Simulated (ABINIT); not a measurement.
Planning a run of ABINIT 10.8.3 on GaN (F-43m). The input:

```
acell 3*1.0 Angstrom
rprim 
  0.000000000000 2.253500607500 2.253500607500
  2.253500607500 0.000000000000 2.253500607500
  2.253500607500 2.253500607500 0.000000000000
ntypat 2
znucl 31 7
natom 2
typat 1 2
xred 
  0.000000000000 0.000000000000 0.000000000000
  0.750000000000 0.750000000000 0.750000000000
pp_dirpath "pseudos"
pseudos "Ga.upf, N.upf"
ecut 45
ngkpt 8 8 8
nshiftk 1
shiftk 0 0 0
kptopt 1
chksymbreak 0
istwfk *1
occopt 1
irdwfk 1
optdriver 99
bs_calctype 1
mbpt_sciss 0.810 eV
bs_loband 11
nband 14
bs_exchange_term 1
bs_coulomb_term 21
bs_coupling 0
bs_algorithm 1
bs_freq_mesh 0 6 0.05 eV
zcut 0.1 eV
ecuteps 3
ecutwfn 22.5
inclvkb 2
mdf_epsinf 6.41
irdden 1
indata_prefix "in"
outdata_prefix "out"
tmpdata_prefix "tmp"
```

```sh
OMP_NUM_THREADS=1 mpirun -n 4 abinit run.abi > log
```

Question: How long will it take on 4 MPI ranks of Arm Neoverse V1, shared host, and how much memory?

It took 47 s; on shared hardware allow 24 s to 94 s. Peak host memory was 0.44 GiB.

The kernel grows as the square of the matrix size, and full diagonalisation as its cube.

[Paths, hosts, dates, memory and timing lines, banners, echoed tables and standing remarks are left out of the program output.]

[Logs are printed without paths, hosts, clocks, repeated set-up lines and the standing remarks that a program may print on its own settings, such as how far it seeks lower states.]

[Runs of the session that timed out or met a known fault of the program may be left out.]

[Hosts, paths, dates, database ids (printed as entryN), source tags and the programs' standing remarks are cut or masked in the printed files.]

[G0W0 gaps are taken among the corrected bands and points alone; a level outside them can change the order at an edge.]

[Where Ansatz stands beside ABINIT at settings called matched, ABINIT's density can come from a denser mesh and the files from another edition; pairs whose starting gaps differed by over 0.03 eV were left out, so agreement reads better than it is.]
